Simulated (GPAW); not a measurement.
Consider BaNi2P2 (I4/mmm).

```xyz
5
Lattice="-1.9547 1.9547 6.0411 1.9547 -1.9547 6.0411 1.9547 1.9547 -6.0411" Properties=species:S:1:pos:R:3 pbc="T T T"
Ba    0.0000    0.0000    0.0000
Ni    1.9547    0.0000    3.0206
Ni    0.0000    1.9547    3.0206
P     0.0000    0.0000    4.0987
P     0.0000    0.0000    7.9836
```

Absorber: atom 2, with 4 P at 2.23 Å and 4 Ni at 2.76 Å (8-fold, site symmetry -4m2). Method: GPAW, LDA, excited-electron core hole (neutral cell), 10-atom cell with 5.5 Å between holes, 4×3×4 k points, dipole transitions, Gaussian full width 1.44 eV up to 4 eV, rising linearly to 3.5 eV at 25 eV.

Predict the near-edge structure at the Ni K edge.

Main maxima up to 30 eV above the zero (height): 0.6 eV (0.38), 4.4 eV (0.83), 7.8 eV (1.41), 14.3 eV (1.30), 22.9 eV (1.29) and 29.5 eV (1.36). A K edge sees empty p states, which here mix into the lowest empty bands, so that weight starts at the zero. The total-energy difference is 8312.07 eV. The tabulated edge of the element is 8333 eV. The functional leaves an error in such absolute values: in the free atom LDA prices this hole 17.6 eV below PBE (computed apart), and PBE is itself good to a few eV.

The Ni K spectrum (energy from the lowest empty level; intensity scaled to a mean of 1 over the first 20 eV; polarised curves are means over the symmetry-equivalent atoms):

| E (eV) | isotropic | ε ⊥ c | ε ∥ c |
| --- | --- | --- | --- |
| -2.0 | 0.00 | 0.00 | 0.00 |
| -1.5 | 0.01 | 0.00 | 0.01 |
| -1.0 | 0.04 | 0.03 | 0.06 |
| -0.5 | 0.14 | 0.10 | 0.22 |
| 0.0 | 0.29 | 0.21 | 0.44 |
| 0.5 | 0.37 | 0.30 | 0.52 |
| 1.0 | 0.34 | 0.30 | 0.42 |
| 1.5 | 0.26 | 0.24 | 0.29 |
| 2.0 | 0.21 | 0.19 | 0.26 |
| 2.5 | 0.26 | 0.21 | 0.38 |
| 3.0 | 0.43 | 0.35 | 0.58 |
| 3.5 | 0.64 | 0.60 | 0.72 |
| 4.0 | 0.79 | 0.82 | 0.75 |
| 4.5 | 0.82 | 0.88 | 0.72 |
| 5.0 | 0.77 | 0.78 | 0.74 |
| 5.5 | 0.76 | 0.69 | 0.91 |
| 6.0 | 0.89 | 0.75 | 1.19 |
| 6.5 | 1.10 | 0.94 | 1.44 |
| 7.0 | 1.29 | 1.15 | 1.57 |
| 7.5 | 1.39 | 1.31 | 1.56 |
| 8.0 | 1.40 | 1.38 | 1.46 |
| 8.5 | 1.37 | 1.38 | 1.35 |
| 9.0 | 1.31 | 1.33 | 1.25 |
| 9.5 | 1.22 | 1.27 | 1.14 |
| 10.0 | 1.14 | 1.21 | 1.01 |
| 10.5 | 1.08 | 1.18 | 0.89 |
| 11.0 | 1.06 | 1.19 | 0.80 |
| 11.5 | 1.07 | 1.22 | 0.79 |
| 12.0 | 1.10 | 1.23 | 0.86 |
| 12.5 | 1.14 | 1.22 | 0.99 |
| 13.0 | 1.19 | 1.21 | 1.15 |
| 13.5 | 1.25 | 1.22 | 1.31 |
| 14.0 | 1.29 | 1.24 | 1.41 |
| 14.5 | 1.30 | 1.24 | 1.43 |
| 15.0 | 1.26 | 1.21 | 1.37 |
| 15.5 | 1.20 | 1.17 | 1.26 |
| 16.0 | 1.15 | 1.13 | 1.18 |
| 16.5 | 1.13 | 1.13 | 1.14 |
| 17.0 | 1.15 | 1.15 | 1.15 |
| 17.5 | 1.18 | 1.17 | 1.21 |
| 18.0 | 1.21 | 1.17 | 1.28 |
| 18.5 | 1.22 | 1.16 | 1.33 |
| 19.0 | 1.21 | 1.14 | 1.35 |
| 19.5 | 1.20 | 1.12 | 1.36 |
| 20.0 | 1.20 | 1.12 | 1.35 |
| 20.5 | 1.21 | 1.14 | 1.35 |
| 21.0 | 1.23 | 1.17 | 1.35 |
| 21.5 | 1.26 | 1.21 | 1.35 |
| 22.0 | 1.28 | 1.24 | 1.34 |
| 22.5 | 1.29 | 1.27 | 1.32 |
| 23.0 | 1.29 | 1.29 | 1.29 |
| 23.5 | 1.28 | 1.30 | 1.25 |
| 24.0 | 1.26 | 1.29 | 1.21 |
| 24.5 | 1.24 | 1.27 | 1.17 |
| 25.0 | 1.21 | 1.24 | 1.14 |
| 25.5 | 1.19 | 1.23 | 1.12 |
| 26.0 | 1.18 | 1.22 | 1.11 |
| 26.5 | 1.19 | 1.23 | 1.11 |
| 27.0 | 1.21 | 1.26 | 1.12 |
| 27.5 | 1.24 | 1.30 | 1.12 |
| 28.0 | 1.28 | 1.36 | 1.12 |
| 28.5 | 1.32 | 1.42 | 1.12 |
| 29.0 | 1.35 | 1.47 | 1.10 |
| 29.5 | 1.36 | 1.49 | 1.09 |
| 30.0 | 1.35 | 1.48 | 1.07 |
| 30.5 | 1.31 | 1.43 | 1.07 |
| 31.0 | 1.26 | 1.36 | 1.07 |
| 31.5 | 1.21 | 1.27 | 1.08 |
| 32.0 | 1.15 | 1.19 | 1.08 |

The hole lies in one spin channel, while the script sums the empty states of both and takes the lower zero; where the two channels are split, this blurs and shifts the curve. Quadrupole 1s→3d transitions, which feed the pre-edge, are not in the dipole spectrum. The starting moments shrank to 0.00 μB or less, so this is hardly a magnetic state. The holes are only 5.5 Å apart, so the shape is probably not converged with cell size; no larger cell was run here. The mesh is coarse (0.38 Å⁻¹ between points), so small maxima may be mesh ripples. Lifetime broadening is put in by hand, and intensities beyond about 20 eV depend on it and on the partial waves. The structure is a computed Materials Project entry and may be a hypothetical form.

[Banner, clock and machine lines of the logs are left out without a mark of their own.]

[Logs are printed without paths, hosts, clocks, repeated set-up lines and the standing remarks that a program may print on its own settings, such as how far it seeks lower states.]

[Hosts, paths, dates, database ids (printed as entryN), source tags and the programs' standing remarks are cut or masked in the printed files.]

[Lists of maxima count a maximum above −3 eV only where it reaches 4 % of the highest in the window and stands out from its surroundings by 2 % of it (1.5 % where it reaches 55 %); shoulders and weaker maxima are passed over, and of the rest the first, up to two pre-edge ones and the few strongest are named.]
